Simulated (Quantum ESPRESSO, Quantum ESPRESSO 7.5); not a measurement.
**Re(0001), 4 layers: vacuum convergence**

Which setting serves for Re(0001), 4 layers? The runs below step through one kind of setting.

Program: Quantum ESPRESSO 7.5. Level of theory: plane-wave DFT, PBE, SSSP efficiency pseudopotentials. Results are calculated unless marked as measured.

**1. The starting structure**

The cell holds 4 atoms: 4 Re. Its edges and angles: a = 2.760 Å, b = 2.760 Å, c = 30.686 Å, α = 90.0°, β = 90.0°, γ = 60.0°. It derives from Re. Vacuum lies along c.

**2. Ground state: 24 Å of vacuum**

The first run is the reference of the series.

File c0.in:

```
&control
  prefix = 'c0'
  outdir = './out'
  pseudo_dir = './pseudo'
  calculation = 'scf'
  tprnfor = .true.
/
&system
  ibrav = 0
  nat = 4
  ntyp = 1
  ecutwfc = 45
  ecutrho = 360
  occupations = 'smearing'
  smearing = 'mv'
  degauss = 0.02
/
&electrons
  conv_thr = 1e-07
  mixing_beta = 0.4
  electron_maxstep = 120
  mixing_mode = 'local-TF'
/
ATOMIC_SPECIES
  Re  186.2070  Re_pbe_v1.2.uspp.F.UPF
CELL_PARAMETERS angstrom
  2.76000000000000 0.00000000000000 0.00000000000000
  1.38000000000000 2.39023011444505 0.00000000000000
  0.00000000000000 0.00000000000000 30.68610000000000
ATOMIC_POSITIONS crystal
  Re  0.666666666700 0.666666666700 0.391056536999
  Re  0.000000000000 0.000000000000 0.463685512333
  Re  0.666666666700 0.666666666700 0.536314487667
  Re  0.000000000000 0.000000000000 0.608943463001
K_POINTS automatic
  12 12 1 0 0 0
```

The run is started by

```sh
$ OMP_NUM_THREADS=1 mpirun -n 4 pw.x -nk 4 -in c0.in > c0.out
```

What it wrote:

```text
Program PWSCF v.7.5 starts
[citation notice left out]

     Parallel version (MPI & OpenMP), running on       4 processor cores
     Number of MPI processes:                 4
     Threads/MPI process:                     1

     MPI processes distributed on     1 nodes
[...]
Current dimensions of program PWSCF are:
     Max number of different atomic species (ntypx) = 10
     Max number of k-points (npk) =  40000
     Max angular momentum in pseudopotentials (lmaxx) =  4
     Message from routine setup:
     using ibrav=0 with symmetry is DISCOURAGED, use correct ibrav instead

     K-points division:     npool     =       4
     Subspace diagonalization in iterative solution of the eigenvalue problem:
     a serial algorithm will be used

     G-vector sticks info
     --------------------
     sticks:   dense  smooth     PW     G-vecs:    dense   smooth      PW
     Sum         673     349    109               157695    55651   10257

     Using Slab Decomposition

     bravais-lattice index     =            0
     lattice parameter (alat)  =       5.2156  a.u.
     unit-cell volume          =    1366.1145 (a.u.)^3
     number of atoms/cell      =            4
     number of atomic types    =            1
     number of electrons       =        60.00
     number of Kohn-Sham states=           36
     kinetic-energy cutoff     =      45.0000  Ry
     charge density cutoff     =     360.0000  Ry
     scf convergence threshold =      1.0E-07
     mixing beta               =       0.4000
     number of iterations used =            8  local-TF  mixing
     Exchange-correlation= SLA  PW   PBE  PBE
                           (   1   4   3   4   0   0   0)

     celldm(1)=   5.215644  celldm(2)=   0.000000  celldm(3)=   0.000000
     celldm(4)=   0.000000  celldm(5)=   0.000000  celldm(6)=   0.000000

     crystal axes: (cart. coord. in units of alat)
               a(1) = (   1.000000   0.000000   0.000000 )
               a(2) = (   0.500000   0.866025   0.000000 )
               a(3) = (   0.000000   0.000000  11.118152 )

     reciprocal axes: (cart. coord. in units 2 pi/alat)
               b(1) = (  1.000000 -0.577350  0.000000 )
               b(2) = (  0.000000  1.154701  0.000000 )
               b(3) = (  0.000000  0.000000  0.089943 )

     PseudoPot. # 1 for Re read from file:
     ./pseudo/Re_pbe_v1.2.uspp.F.UPF
     Pseudo is Ultrasoft + core correction, Zval = 15.0
     Generated by new atomic code, or converted to UPF format
     Using radial grid of  981 points,  8 beta functions with:
                l(1) =   0
                l(2) =   0
                l(3) =   1
                l(4) =   1
                l(5) =   2
                l(6) =   2
                l(7) =   3
                l(8) =   3
     Q(r) pseudized with  8 coefficients,  rinner =    1.150   1.150   1.150
                                                       1.150   1.150   1.150
                                                       1.150

     atomic species   valence    mass     pseudopotential
     Re               15.00   186.20700     Re( 1.00)

     12 Sym. Ops., with inversion, found ( 6 have fractional translation)

   Cartesian axes

     site n.     atom                  positions (alat units)
         1        Re     tau(   1) = (   1.0000000   0.5773503   4.3478261  )
         2        Re     tau(   2) = (   0.0000000   0.0000000   5.1553261  )
         3        Re     tau(   3) = (   1.0000000   0.5773503   5.9628261  )
         4        Re     tau(   4) = (   0.0000000   0.0000000   6.7703261  )

     number of k points=    19  Marzari-Vanderbilt smearing, width (Ry)=  0.0200
                       cart. coord. in units 2pi/alat
        k(    1) = (   0.0000000   0.0000000   0.0000000), wk =   0.0138889
        k(    2) = (   0.0000000   0.0962250   0.0000000), wk =   0.0833333
        k(    3) = (   0.0000000   0.1924501   0.0000000), wk =   0.0833333
        k(    4) = (   0.0000000   0.2886751   0.0000000), wk =   0.0833333
        k(    5) = (   0.0000000   0.3849002   0.0000000), wk =   0.0833333
        k(    6) = (   0.0000000   0.4811252   0.0000000), wk =   0.0833333
        k(    7) = (   0.0000000  -0.5773503   0.0000000), wk =   0.0416667
        k(    8) = (   0.0833333   0.1443376   0.0000000), wk =   0.0833333
        k(    9) = (   0.0833333   0.2405626   0.0000000), wk =   0.1666667
        k(   10) = (   0.0833333   0.3367877   0.0000000), wk =   0.1666667
[...]
k(   19) = (   0.3333333  -0.5773503   0.0000000), wk =   0.0277778

     Dense  grid:   157695 G-vectors     FFT dimensions: (  36,  36, 360)

     Smooth grid:    55651 G-vectors     FFT dimensions: (  24,  24, 250)

     Estimated max dynamical RAM per process >     478.16 MB

     Estimated total dynamical RAM >       1.76 GB

     Initial potential from superposition of free atoms

     starting charge      57.9998, renormalised to      60.0000

     negative rho (up, down):  5.279E-01 0.000E+00
     Starting wfcs are   52 randomized atomic wfcs

     total cpu time spent up to now is        1.9 secs

     per-process dynamical memory:   120.2 Mb

     Self-consistent Calculation

     iteration #  1     ecut=    45.00 Ry     beta= 0.40
     Davidson diagonalization with overlap
     ethr =  1.00E-02,  avg # of iterations =  2.0

     negative rho (up, down):  5.315E-01 0.000E+00

     total cpu time spent up to now is        5.0 secs

     total energy              =    -762.60997312 Ry
     estimated scf accuracy    <       0.81750939 Ry

     iteration #  2     ecut=    45.00 Ry     beta= 0.40
[...]
negative rho (up, down):  5.455E-01 0.000E+00

[...]
total energy              =    -762.34280339 Ry
     estimated scf accuracy    <       0.43831391 Ry

     iteration #  3     ecut=    45.00 Ry     beta= 0.40
[...]
negative rho (up, down):  5.420E-01 0.000E+00

[...]
total energy              =    -762.45654034 Ry
     estimated scf accuracy    <       0.04262905 Ry

     iteration #  4     ecut=    45.00 Ry     beta= 0.40
[...]
negative rho (up, down):  5.445E-01 0.000E+00

[...]
total energy              =    -762.45511860 Ry
     estimated scf accuracy    <       0.03507098 Ry

     iteration #  5     ecut=    45.00 Ry     beta= 0.40
[...]
negative rho (up, down):  5.434E-01 0.000E+00

[...]
total energy              =    -762.45891803 Ry
     estimated scf accuracy    <       0.00127314 Ry

     iteration #  6     ecut=    45.00 Ry     beta= 0.40
[...]
negative rho (up, down):  5.433E-01 0.000E+00

[...]
total energy              =    -762.45929409 Ry
     estimated scf accuracy    <       0.00018923 Ry

     iteration #  7     ecut=    45.00 Ry     beta= 0.40
[...]
negative rho (up, down):  5.423E-01 0.000E+00

[...]
total energy              =    -762.45934492 Ry
     estimated scf accuracy    <       0.00015228 Ry

     iteration #  8     ecut=    45.00 Ry     beta= 0.40
[...]
negative rho (up, down):  5.407E-01 0.000E+00

[...]
total energy              =    -762.45930738 Ry
     estimated scf accuracy    <       0.00004939 Ry

     iteration #  9     ecut=    45.00 Ry     beta= 0.40
[...]
negative rho (up, down):  5.407E-01 0.000E+00

[...]
total energy              =    -762.45936498 Ry
     estimated scf accuracy    <       0.00022001 Ry

     iteration # 10     ecut=    45.00 Ry     beta= 0.40
[...]
negative rho (up, down):  5.404E-01 0.000E+00

[...]
total energy              =    -762.45931136 Ry
     estimated scf accuracy    <       0.00020787 Ry

     iteration # 11     ecut=    45.00 Ry     beta= 0.40
[...]
negative rho (up, down):  5.403E-01 0.000E+00

[...]
total energy              =    -762.45930366 Ry
     estimated scf accuracy    <       0.00006041 Ry

     iteration # 12     ecut=    45.00 Ry     beta= 0.40
[...]
negative rho (up, down):  5.401E-01 0.000E+00

[...]
total energy              =    -762.45930090 Ry
     estimated scf accuracy    <       0.00001336 Ry

     iteration # 13     ecut=    45.00 Ry     beta= 0.40
[...]
negative rho (up, down):  5.402E-01 0.000E+00

[...]
total energy              =    -762.45930163 Ry
     estimated scf accuracy    <       0.00000279 Ry

     iteration # 14     ecut=    45.00 Ry     beta= 0.40
[...]
negative rho (up, down):  5.402E-01 0.000E+00

[...]
total energy              =    -762.45930180 Ry
     estimated scf accuracy    <       0.00000071 Ry

     iteration # 15     ecut=    45.00 Ry     beta= 0.40
[...]
negative rho (up, down):  5.400E-01 0.000E+00

[...]
total energy              =    -762.45930208 Ry
     estimated scf accuracy    <       0.00000018 Ry

     iteration # 16     ecut=    45.00 Ry     beta= 0.40
[...]
negative rho (up, down):  5.400E-01 0.000E+00

[...]
End of self-consistent calculation

          k = 0.0000 0.0000 0.0000 (  7071 PWs)   bands (ev):

   -76.3848 -76.3437 -76.3027 -76.2821 -38.7513 -38.4548 -38.0722 -37.7698
   -37.7698 -37.7431 -37.6941 -37.6941 -37.6032 -37.6032 -37.5912 -37.5912
    -5.7916  -4.3774  -3.1453  -2.9900   1.3692   1.5920   1.8126   1.8413
     1.8413   1.9923   1.9923   2.4787   2.4787   2.7011   2.7011   3.1727
     4.0922   4.3250   4.3250   5.4562

          k = 0.0000 0.0962 0.0000 (  7061 PWs)   bands (ev):

   -76.3784 -76.3383 -76.2984 -76.2787 -38.7299 -38.4475 -38.0840 -37.8272
   -37.7883 -37.7680 -37.7406 -37.7089 -37.6530 -37.6450 -37.6164 -37.6027
    -5.5124  -4.1055  -2.8523  -2.7103   1.2013   1.2809   1.4486   1.7639
     2.0695   2.1259   2.1983   2.3372   2.4566   2.6992   2.9259   3.1572
     3.4869   4.1900   4.2477   5.3630

          k = 0.0000 0.1925 0.0000 (  7023 PWs)   bands (ev):

   -76.3607 -76.3235 -76.2866 -76.2694 -38.6703 -38.4360 -38.1425 -37.9749
   -37.8839 -37.8400 -37.8376 -37.8166 -37.7497 -37.7105 -37.6526 -37.6342
    -4.7445  -3.3927  -2.0913  -1.9999   0.4780   0.8305   0.9313   1.4890
     1.6012   2.2481   2.2979   2.6731   2.6851   2.6857   3.1472   3.2565
     3.5427   4.1313   4.2348   5.2043

          k = 0.0000 0.2887 0.0000 (  6980 PWs)   bands (ev):

   -76.3356 -76.3030 -76.2707 -76.2574 -38.5903 -38.4634 -38.2878 -38.1542
   -38.0550 -38.0268 -37.9067 -37.9027 -37.8052 -37.7607 -37.7019 -37.6776
    -3.7269  -2.6231  -1.4515  -1.4321  -0.1317   0.3341   0.5323   1.1643
     1.5199   1.9298   2.2433   2.3508   2.7039   3.3202   3.8188   4.0404
     4.4704   4.5241   4.9350   5.3623

          k = 0.0000 0.3849 0.0000 (  6956 PWs)   bands (ev):

   -76.3091 -76.2822 -76.2551 -76.2465 -38.5801 -38.5639 -38.4298 -38.3370
   -38.2174 -38.1131 -37.9659 -37.9341 -37.8604 -37.8167 -37.7511 -37.7215
    -2.9259  -2.3495  -1.6353  -1.4977  -0.5169  -0.1229   0.1737   1.6355
     1.9685   2.0934   2.3886   2.6706   3.1079   3.4884   4.8717   5.0138
     5.0555   5.7996   6.1200   6.2594

          k = 0.0000 0.4811 0.0000 (  6922 PWs)   bands (ev):

   -76.2878 -76.2669 -76.2443 -76.2398 -38.7080 -38.6650 -38.5045 -38.4675
   -38.2514 -38.1042 -38.0111 -37.9502 -37.9005 -37.8745 -37.7870 -37.7537
    -2.6801  -2.4709  -2.0116  -1.6162  -0.8007  -0.5184   0.0435   1.4736
     2.1399   2.4567   2.8021   3.4171   3.8329   4.6371   5.1776   5.7716
     6.4438   6.8944   7.0660   7.3815

[...]
the Fermi energy is     3.5409 ev

!    total energy              =    -762.45930216 Ry
     estimated scf accuracy    <       0.00000002 Ry
     smearing contrib. (-TS)   =       0.00178089 Ry
     internal energy E=F+TS    =    -762.46108306 Ry

     The total energy is F=E-TS. E is the sum of the following terms:
     one-electron contribution =   -9555.23222572 Ry
     hartree contribution      =    4773.01113664 Ry
     xc contribution           =    -210.04247395 Ry
     ewald contribution        =    4229.80247997 Ry

     convergence has been achieved in  16 iterations

     negative rho (up, down):  5.400E-01 0.000E+00

     Forces acting on atoms (cartesian axes, Ry/au):

     atom    1 type  1   force =     0.00000000    0.00000000    0.03815580
     atom    2 type  1   force =     0.00000000   -0.00000000   -0.05761921
     atom    3 type  1   force =     0.00000000    0.00000000    0.05761921
     atom    4 type  1   force =     0.00000000    0.00000000   -0.03815580

     Total force =     0.097733     Total SCF correction =     0.000514

[...]
=------------------------------------------------------------------------------=
   JOB DONE.
=------------------------------------------------------------------------------=
```

It took 55 s on 4 MPI ranks of Arm Neoverse V2, shared host; peak memory 1.9 GiB; 3.7 min of CPU time.

Numbers from this step:

| Item | Value |
| --- | --- |
| free energy | -10373.7873 eV |
| Fermi energy | 3.541 eV |

The program's own clock; routines nest. Time by routine:

| routine | wall time (s) | calls |
| --- | --- | --- |
| PWSCF | 54.38 | 1 |
| electrons | 51.62 | 1 |
| c_bands | 28.09 | 16 |
| cegterg | 25.08 | 80 |
| h_psi | 18.26 | 344 |
| fftw | 14.78 | 17796 |
| vloc_psi | 13.63 | 344 |
| sum_band | 10.03 | 16 |
| newd | 6.2 | 17 |
| mix_rho | 5.13 | 16 |
| calbec | 3.33 | 444 |
| ffts | 3.19 | 1878 |
| v_of_rho | 2.46 | 17 |
| add_vuspsi | 2.3 | 344 |

The run needed 16 iterations to bring the estimated error under 1e-07 Ry; the largest force on any atom, held or free, is 1.48 eV/Å.

**3. Potential by pp.x**

plot_num = 11 writes the bare and Hartree potential. It leaves out exchange and correlation, which fade slowly, so it flattens close to the surface.

File c0.pot.in:

```
&inputpp
  prefix = 'c0'
  outdir = './out'
  filplot = 'c0.pot.dat'
  plot_num = 11
/
```

The run is started by

```sh
$ OMP_NUM_THREADS=1 mpirun -n 4 pp.x -in c0.pot.in > c0.pot.out
```

What it wrote:

```text
[banner, memory and clock lines left out]
Program POST-PROC v.7.5 starts

          URL

     ./out/c0.save/

     IMPORTANT: XC functional enforced from input :
     Exchange-correlation= PBE
                           (   1   4   3   4   0   0   0)
     Any further DFT definition will be discarded
     Please, verify this is what you really want

     negative rho (up, down):  5.400E-01 0.000E+00

     Calling punch_plot, plot_num =  11
     Writing data to file  c0.pot.dat
     Message from routine chdens:
     namelist plot not found or invalid, exiting
```

Elapsed: 1.3 s, on 4 MPI ranks; peak memory 0.38 GiB; 4.8 s of CPU time.

Numbers from this step:

* potential in the middle of the vacuum, over the Fermi level: 5.099 eV

The potential energy, planar mean oscillates, so the rows of the table below give means over windows of 1 Å about each position, cut where the curve ends. Its maxima inside the range that stand out by 2 % of the span (Å: eV): 13.1: -2.08, 15.3: -2.26, 17.6: -2.08. Its minima: 12.2: -14.4, 14.1: -14.6, 16.6: -14.6, 18.5: -14.4.

Electrostatic potential energy of an electron; zero at the Fermi level. Potential energy, planar mean against z; means over each step:

| z (Å) | potential energy, planar mean (eV) |
| --- | --- |
| 0 | 5.10 |
| 1 | 5.10 |
| 2 | 5.10 |
| 3 | 5.10 |
| 4 | 5.10 |
| 5 | 5.10 |
| 6 | 5.10 |
| 7 | 5.10 |
| 8 | 5.09 |
| 9 | 5.05 |
| 10 | 4.45 |
| 11 | -2.50 |
| 12 | -13.9 |
| 13 | -5.33 |
| 14 | -13.3 |
| 15 | -7.42 |
| 16 | -11.2 |
| 17 | -10.1 |
| 18 | -8.25 |
| 19 | -12.3 |
| 20 | 1.45 |
| 21 | 4.80 |
| 22 | 5.08 |
| 23 | 5.10 |
| 24 | 5.10 |
| 25 | 5.10 |
| 26 | 5.10 |
| 27 | 5.10 |
| 28 | 5.10 |
| 29 | 5.10 |
| 30 | 5.10 |

Inside the slab this potential holds the local part of the pseudopotentials, which can be repulsive at the nuclei; only its value in the vacuum has a meaning of its own.

**4. Self-consistent run: 18 Å of vacuum**

File c2.in:

```
&control
  prefix = 'c2'
  outdir = './out'
  pseudo_dir = './pseudo'
  calculation = 'scf'
  tprnfor = .true.
/
&system
  ibrav = 0
  nat = 4
  ntyp = 1
  ecutwfc = 45
  ecutrho = 360
  occupations = 'smearing'
  smearing = 'mv'
  degauss = 0.02
/
&electrons
  conv_thr = 1e-07
  mixing_beta = 0.4
  electron_maxstep = 120
  mixing_mode = 'local-TF'
/
ATOMIC_SPECIES
  Re  186.2070  Re_pbe_v1.2.uspp.F.UPF
CELL_PARAMETERS angstrom
  2.76000000000000 0.00000000000000 0.00000000000000
  1.38000000000000 2.39023011444505 0.00000000000000
  0.00000000000000 0.00000000000000 24.68610000000000
ATOMIC_POSITIONS crystal
  Re  0.666666666700 0.666666666700 0.364577636808
  Re  0.000000000000 0.000000000000 0.454859212269
  Re  0.666666666700 0.666666666700 0.545140787731
  Re  0.000000000000 0.000000000000 0.635422363192
K_POINTS automatic
  12 12 1 0 0 0
```

The run is started by

```sh
$ OMP_NUM_THREADS=1 mpirun -n 4 pw.x -nk 4 -in c2.in > c2.out
```

What it wrote:

```text
[banner, memory and clock lines left out]
Program PWSCF v.7.5 starts
[...]
Message from routine setup:
[...]
number of electrons       =        60.00
     number of Kohn-Sham states=           36
     kinetic-energy cutoff     =      45.0000  Ry
     charge density cutoff     =     360.0000  Ry
[...]
number of k points=    19  Marzari-Vanderbilt smearing, width (Ry)=  0.0200
[...]
Dense  grid:   126869 G-vectors     FFT dimensions: (  36,  36, 288)
[...]
negative rho (up, down):  5.235E-01 0.000E+00
     Starting wfcs are   52 randomized atomic wfcs
[...]
negative rho (up, down):  5.251E-01 0.000E+00
[...]
estimated scf accuracy    <       0.82229636 Ry
[...]
negative rho (up, down):  5.352E-01 0.000E+00
[...]
estimated scf accuracy    <       0.44021558 Ry
[...]
negative rho (up, down):  5.354E-01 0.000E+00
[...]
estimated scf accuracy    <       0.04231673 Ry
[...]
negative rho (up, down):  5.375E-01 0.000E+00
[...]
estimated scf accuracy    <       0.03470190 Ry
[...]
negative rho (up, down):  5.374E-01 0.000E+00
[...]
estimated scf accuracy    <       0.00090974 Ry
[...]
negative rho (up, down):  5.371E-01 0.000E+00
[...]
estimated scf accuracy    <       0.00015290 Ry
[...]
negative rho (up, down):  5.355E-01 0.000E+00
[...]
estimated scf accuracy    <       0.00018033 Ry
[...]
negative rho (up, down):  5.349E-01 0.000E+00
[...]
estimated scf accuracy    <       0.00000854 Ry
[...]
negative rho (up, down):  5.349E-01 0.000E+00
[...]
estimated scf accuracy    <       0.00001270 Ry
[...]
negative rho (up, down):  5.343E-01 0.000E+00
[...]
estimated scf accuracy    <       0.00000683 Ry
[...]
negative rho (up, down):  5.343E-01 0.000E+00
[...]
estimated scf accuracy    <       0.00000351 Ry
[...]
negative rho (up, down):  5.343E-01 0.000E+00
[...]
estimated scf accuracy    <       0.00000216 Ry
[...]
negative rho (up, down):  5.342E-01 0.000E+00
[...]
estimated scf accuracy    <       0.00000014 Ry
[...]
negative rho (up, down):  5.342E-01 0.000E+00
[...]
estimated scf accuracy    <       0.00000028 Ry
[...]
negative rho (up, down):  5.342E-01 0.000E+00
[...]
the Fermi energy is     5.6403 ev
!    total energy              =    -762.45930060 Ry
     estimated scf accuracy    <       0.00000001 Ry
     smearing contrib. (-TS)   =       0.00178070 Ry
     internal energy E=F+TS    =    -762.46108131 Ry
[...]
one-electron contribution =   -6292.59443591 Ry
     hartree contribution      =    3146.32238519 Ry
     xc contribution           =    -210.04212259 Ry
     ewald contribution        =    2593.85309199 Ry
     convergence has been achieved in  15 iterations
     negative rho (up, down):  5.342E-01 0.000E+00
[...]
Total force =     0.097834     Total SCF correction =     0.000232
[...]
```

Run time: 42 s. Hardware: 4 MPI ranks; peak memory 1.6 GiB.

Numbers from this step:

```
Fermi energy : 5.640 eV
```

The program's own clock; routines nest. Time by routine:

| routine | wall time (s) | calls |
| --- | --- | --- |
| PWSCF | 41.05 | 1 |
| electrons | 38.75 | 1 |
| c_bands | 21.3 | 15 |
| cegterg | 19.23 | 75 |
| h_psi | 13.84 | 326 |
| fftw | 11.11 | 16966 |
| vloc_psi | 10.28 | 326 |
| sum_band | 7.51 | 15 |
| newd | 4.65 | 16 |
| mix_rho | 3.73 | 15 |
| calbec | 2.56 | 421 |
| ffts | 2.3 | 1753 |
| v_of_rho | 1.83 | 16 |
| add_vuspsi | 1.77 | 326 |

**5. Electrostatic potential**

File c2.pot.in:

```
&inputpp
  prefix = 'c2'
  outdir = './out'
  filplot = 'c2.pot.dat'
  plot_num = 11
/
```

The run is started by

```sh
$ OMP_NUM_THREADS=1 mpirun -n 4 pp.x -in c2.pot.in > c2.pot.out
```

Run time: 1.2 s. Hardware: 4 MPI ranks; peak memory 0.31 GiB; 4.4 s of CPU time.

Numbers from this step:

- potential in the middle of the vacuum, over the Fermi level: 5.100 eV

Counted from each run's own zero (the Fermi level), the vacuum level differs from the first run's by +0 meV.

[end of part 1 of 2]

[Logs are printed without paths, hosts, clocks, repeated set-up lines and the standing remarks that a program may print on its own settings, such as how far it seeks lower states.]

[Hosts, paths, dates, database ids (printed as entryN), source tags and the programs' standing remarks are cut or masked in the printed files.]

[Maps of the electrostatic potential energy from Ansatz leave out the sawtooth potential of an applied field or a dipole correction, so their vacuum need not be flat; planar profiles and work functions include it.]
